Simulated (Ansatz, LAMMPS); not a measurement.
# Squeezing and shearing glassy 64SiO2-28Al2O3-4SrO-4Li2O (mol %) (88 atoms)

Aim: relax glassy 64SiO2-28Al2O3-4SrO-4Li2O (mol %) (88 atoms), then change its volume and shape to read moduli from the stress.

Method: Kohn-Sham DFT, PBE, PAW (set soft_2), plane waves, in Ansatz 0.2.0.

## 1. The starting structure

The cell holds 88 atoms: 16 Si, 14 Al, 1 Sr, 2 Li and 55 O. Its edges and angles: a = 10.277 Å, b = 10.277 Å, c = 10.277 Å, α = 90.0°, β = 90.0°, γ = 90.0°. 88 atoms (16 Si, 14 Al, 1 Sr, 2 Li, 55 O) placed at random at 2.58 g/cm³, melted at 4000 K for 10 ps at fixed volume with the Morse and Coulomb pair potential with partial charges (Pedone, Malavasi, Menziani, Cormack and Segre, J. Phys. Chem. B 110, 11780 (2006)). Quenched from 4000 K to 300 K at 200 K/ps and fixed volume, held 10 ps at zero pressure.

What the set-up can't give: The quench rate of 200 K/ps is orders of magnitude faster than experiment, which tends to freeze in extra defects. The starting topology of bonds comes from the classical model, and needn't be the one that DFT or experiment would give. The Brillouin zone is sampled at Γ only.

## 2. Single point at the start

The forces at the start show how far the geometry lies from a minimum of this functional.

File input.yaml:

```yaml
crystal:
  lattice:
    - [10.27707, 0.0, 0.0]
    - [0.0, 10.27707, 0.0]
    - [0.0, 0.0, 10.27707]
  atoms:
    - { symbol: Si, position: [0.749, 0.15469, 0.72705] }
    - { symbol: Si, position: [0.61855, 0.56651, 0.81149] }
    - { symbol: Si, position: [0.40579, 0.44139, 0.19413] }
    - { symbol: Si, position: [0.62275, 0.23231, 0.22102] }
    - { symbol: Si, position: [0.88728, 0.14135, 0.31216] }
    - { symbol: Si, position: [0.36899, 0.44864, 0.67878] }
    - { symbol: Si, position: [0.22851, 0.44161, 0.94215] }
    - { symbol: Si, position: [0.94134, 0.92684, 0.92859] }
    - { symbol: Si, position: [0.77149, 0.41145, 0.0048] }
    - { symbol: Si, position: [0.13546, 0.49003, 0.33363] }
    - { symbol: Si, position: [0.25848, 0.01908, 0.23595] }
    - { symbol: Si, position: [0.00524, 0.84674, 0.60995] }
    - { symbol: Si, position: [0.74148, 0.80771, 0.70843] }
    - { symbol: Si, position: [0.28, 0.15873, 0.96619] }
    - { symbol: Si, position: [0.82149, 0.87178, 0.20704] }
    - { symbol: Si, position: [0.61285, 0.54907, 0.38459] }
    - { symbol: Al, position: [0.07648, 0.79681, 0.32502] }
    - { symbol: Al, position: [0.05648, 0.12028, 0.74122] }
    - { symbol: Al, position: [0.50083, 0.7891, 0.53258] }
    - { symbol: Al, position: [0.15557, 0.7111, 0.83662] }
    - { symbol: Al, position: [0.12629, 0.20802, 0.45656] }
    - { symbol: Al, position: [0.00421, 0.22395, 0.03609] }
    - { symbol: Al, position: [0.57488, 0.03295, 0.55213] }
    - { symbol: Al, position: [0.55025, 0.28386, 0.52241] }
    - { symbol: Al, position: [0.55494, 0.94701, 0.27638] }
    - { symbol: Al, position: [0.88143, 0.58472, 0.21637] }
    - { symbol: Al, position: [0.21548, 0.6799, 0.53565] }
    - { symbol: Al, position: [0.57658, 0.09655, 0.98711] }
    - { symbol: Al, position: [0.32216, 0.1546, 0.67661] }
    - { symbol: Al, position: [0.48552, 0.82045, 0.85287] }
    - { symbol: Sr, position: [0.88856, 0.42154, 0.57638] }
    - { symbol: Li, position: [0.60258, 0.69887, 0.09536] }
    - { symbol: Li, position: [0.25174, 0.87129, 0.99062] }
    - { symbol: O, position: [0.7305, 0.63734, 0.7378] }
    - { symbol: O, position: [0.6826, 0.44935, 0.88756] }
    - { symbol: O, position: [0.12598, 0.64107, 0.39383] }
    - { symbol: O, position: [0.39664, 0.95926, 0.24702] }
    - { symbol: O, position: [0.16569, 0.1777, 0.61287] }
    - { symbol: O, position: [0.67282, 0.83285, 0.20561] }
    - { symbol: O, position: [0.02644, 0.5076, 0.22964] }
    - { symbol: O, position: [0.69135, 0.131, 0.86903] }
    - { symbol: O, position: [0.17049, 0.29442, 0.99219] }
    - { symbol: O, position: [0.89766, 0.1972, 0.72023] }
    - { symbol: O, position: [0.82434, 0.87732, 0.82643] }
    - { symbol: O, position: [0.1553, 0.89544, 0.22335] }
    - { symbol: O, position: [0.60302, 0.09119, 0.16814] }
    - { symbol: O, position: [0.44059, 0.05183, 0.64625] }
    - { symbol: O, position: [0.85424, 0.79972, 0.59758] }
    - { symbol: O, position: [0.84126, 0.99197, 0.30183] }
    - { symbol: O, position: [0.14228, 0.56546, 0.91511] }
    - { symbol: O, position: [0.2379, 0.11707, 0.82908] }
    - { symbol: O, position: [0.20918, 0.11747, 0.34158] }
    - { symbol: O, position: [0.79422, 0.54861, 0.08486] }
    - { symbol: O, position: [0.99156, 0.07983, 0.92002] }
    - { symbol: O, position: [0.25792, 0.07099, 0.08423] }
    - { symbol: O, position: [0.4001, 0.30939, 0.6227] }
    - { symbol: O, position: [0.53931, 0.15333, 0.43175] }
    - { symbol: O, position: [0.96728, 0.19365, 0.18753] }
    - { symbol: O, position: [0.86523, 0.90457, 0.06309] }
    - { symbol: O, position: [0.47706, 0.306, 0.21824] }
    - { symbol: O, position: [0.58856, 0.82296, 0.69194] }
    - { symbol: O, position: [0.5718, 0.90941, 0.44321] }
    - { symbol: O, position: [0.66157, 0.25537, 0.64652] }
    - { symbol: O, position: [0.68362, 0.32012, 0.10065] }
    - { symbol: O, position: [0.96797, 0.16744, 0.43646] }
    - { symbol: O, position: [0.03106, 0.96594, 0.69638] }
    - { symbol: O, position: [0.90756, 0.33979, 0.97582] }
    - { symbol: O, position: [0.50836, 0.95259, 0.94352] }
    - { symbol: O, position: [0.71708, 0.02889, 0.64034] }
    - { symbol: O, position: [0.58096, 0.41993, 0.45263] }
    - { symbol: O, position: [0.06714, 0.82617, 0.92752] }
    - { symbol: O, position: [0.2869, 0.40667, 0.80739] }
    - { symbol: O, position: [0.49368, 0.51798, 0.74148] }
    - { symbol: O, position: [0.33996, 0.7902, 0.53646] }
    - { symbol: O, position: [0.56669, 0.68261, 0.9106] }
    - { symbol: O, position: [0.57199, 0.65578, 0.48473] }
    - { symbol: O, position: [0.31849, 0.77184, 0.84474] }
    - { symbol: O, position: [0.34017, 0.46479, 0.05297] }
    - { symbol: O, position: [0.76997, 0.54909, 0.34328] }
    - { symbol: O, position: [0.42719, 0.1978, 0.97136] }
    - { symbol: O, position: [0.10652, 0.38606, 0.44018] }
    - { symbol: O, position: [0.09194, 0.72132, 0.66991] }
    - { symbol: O, position: [0.75225, 0.22678, 0.31498] }
    - { symbol: O, position: [0.28816, 0.54509, 0.59839] }
    - { symbol: O, position: [0.51237, 0.55256, 0.24948] }
    - { symbol: O, position: [0.27819, 0.45505, 0.284] }
    - { symbol: O, position: [0.06966, 0.86457, 0.47379] }
    - { symbol: O, position: [0.91657, 0.75176, 0.25469] }
kpoints:
  mp_grid: { grid: [1, 1, 1] }
hamiltonian:
  xc: pbe
scf:
  occupations: { method: fermi_dirac, width: 0.05 }
output:
  forces: true
```

On the command line:

```sh
> ansatz run input.yaml --threads 4 --pin off --max-ram 8192MiB --backend cpu --events-out ev --progress --plain --runs-dir out
```

The log of the run:

```text
[...]
Pseudopotentials: kind: paw
Pseudopotential: Si, paw, valence charge 4, recommended cutoff 420 eV (normal), Si.paw.azcp
Pseudopotential: Al, paw, valence charge 3, recommended cutoff 420 eV (normal), Al.paw.azcp
Pseudopotential: Sr, paw, valence charge 10, recommended cutoff 420 eV (normal), Sr.paw.azcp
Pseudopotential: Li, paw, valence charge 3, recommended cutoff 420 eV (normal), Li.paw.azcp
Pseudopotential: O, paw, valence charge 6, recommended cutoff 420 eV (normal), O.paw.azcp
[...]
Crystal: 88 atoms, lattice volume = 1085.445 Å³
Basis set: ecut = 420 eV, 21247 PW (Γ), exchange–correlation on 144×144×144 points (8 copies of the dense FFT grid, shifted against one another)
Bands: 314, of which v1, the nominal top of the filled ones, is band 226 counted from 1 (225 counted from 0)
Symmetry: 1 space group operations
Space group: P1 (ITA 1), of the structure as read, at distance tolerance 1.0e-4 Å
k-points: 1
[...]
Initial density: superposition of atomic densities (neutral atoms: chi_scale 0, normalization atom), corrected by the library's trained network
Initial wavefunctions: pseudopotential atomic-orbital guess
[...]
SCF iter   1: F=—  HF=-52958.043231 eV  |F-HF|=—  |Δ(HF+E_count)|=         —  Δρ=2.32e-3  dr2=6.68e-2  ethr=1.77e-3  ⟨swp⟩=7.0  Hψ=1549  notcnv=0  defer=16
preconditioner: auto → Resta (q_TF=auto, 2.358 Å⁻¹)  ε∞=3.2  [insulator: Δε(μ)=3.710 eV  Ē_g=16.001 eV  σ=0.050 eV  W_gap=1.00  n_scr=250 (ndim 8)  ℏωp=23.8 eV  f_vac=0.100  D(μ)=0.00/eV (n_scr^D=0)  ε∞_Penn≈3.2]
SCF iter   2: F=—  HF=-52958.056611 eV  |F-HF|=—  |Δ(HF+E_count)|=   1.34e-2  Δρ=1.26e-3  dr2=1.60e-2  ethr=1.48e-5  ⟨swp⟩=2.0  Hψ=512  notcnv=0  defer=70
SCF iter   3: F=—  HF=-52958.059580 eV  |F-HF|=—  |Δ(HF+E_count)|=   2.97e-3  Δρ=5.21e-4  dr2=4.09e-3  ethr=3.54e-6  ⟨swp⟩=2.0  Hψ=398  notcnv=0  defer=18
automatic band count: iteration 3 solves 262 bands in place of 314: the levels show a gap, and the empty bands left out lie too high to hold charge; the band table lists the bands solved (type scf.n_extra_bands for more)
SCF iter   4: F=—  HF=-52958.060097 eV  |F-HF|=—  |Δ(HF+E_count)|=   5.18e-4  Δρ=1.39e-4  dr2=2.69e-4  ethr=9.05e-7  ⟨swp⟩=2.0  Hψ=396  notcnv=0  defer=18
SCF iter   5: F=—  HF=-52958.060153 eV  |F-HF|=—  |Δ(HF+E_count)|=   5.55e-5  Δρ=6.96e-5  dr2=5.17e-5  ethr=5.95e-8  ⟨swp⟩=2.0  Hψ=402  notcnv=0  defer=18
SCF iter   6: F=—  HF=-52958.061899 eV  |F-HF|=—  |Δ(HF+E_count)|=   1.75e-3  Δρ=4.15e-5  dr2=1.50e-5  ethr=1.14e-8  ⟨swp⟩=2.0  Hψ=458  notcnv=0  defer=18
SCF iter   7: F=—  HF=-52958.061898 eV  |F-HF|=—  |Δ(HF+E_count)|=   5.87e-7  Δρ=9.83e-6  dr2=1.16e-6  ethr=3.32e-9  ⟨swp⟩=2.0  Hψ=417  notcnv=0  defer=18
SCF iter   8: F=—  HF=-52958.061899 eV  |F-HF|=—  |Δ(HF+E_count)|=   1.06e-6  Δρ=6.65e-6  dr2=3.82e-7  ethr=2.56e-10  ⟨swp⟩=2.0  Hψ=456  notcnv=0  defer=18
SCF iter   9: F=-52958.061899 eV  HF=-52958.061899 eV  |F-HF|=1.77e-8  |Δ(HF+E_count)|=   2.50e-8  Δρ=1.49e-6  dr2=2.56e-8  ethr=2.21e-11  ⟨swp⟩=2.0  Hψ=946  notcnv=0
SCF 1 converged in 9 iterations: F = -52958.061899 eV  dr2 = 2.56e-8
[...]
SCF converged after 9 iterations
Free energy (F): -52958.061899 eV
Harris-Foulkes:  -52958.061899 eV  (|F-HF|=1.77e-8)
Internal energy: -52958.061899 eV  (E = F + TS)
E sigma→0 (E₀):  -52958.061899 eV
Fermi energy:    5.986891 eV
--- Per-component energies (eV) ---
[...]
Σ components = -52958.061899   (vs F -52958.061899, Δ=0.00e0)
--- Forces (eV/Å), atoms counted from 1 ---
  atom   1  Si    -1.38512128    -0.65994851     0.66716512
  atom   2  Si    -0.93633322     1.60372881     2.92101649
  atom   3  Si     0.74060473     1.08550254     0.65065912
  atom   4  Si     0.39608842     3.91043970     0.92750934
[...]
atom  88  O      0.94727291     0.10594430     0.28771631
  max |Σ_I F_I| component: 7.01e-5 eV/Å
```

It took 9.8 s on 4 threads of Intel Xeon Platinum 8488C (Sapphire Rapids), shared host; peak memory 1.4 GiB; 31 s of CPU time.

The r.m.s. force at the start is 1.2 eV/Å.

(Part 1 of 4 ends here.)

[Long decimals in the printed logs are rounded to 6 places.]

[Logs are printed without paths, hosts, clocks, repeated set-up lines and the standing remarks that a program may print on its own settings, such as how far it seeks lower states.]

[Hosts, paths, dates, database ids (printed as entryN), source tags and the programs' standing remarks are cut or masked in the printed files.]
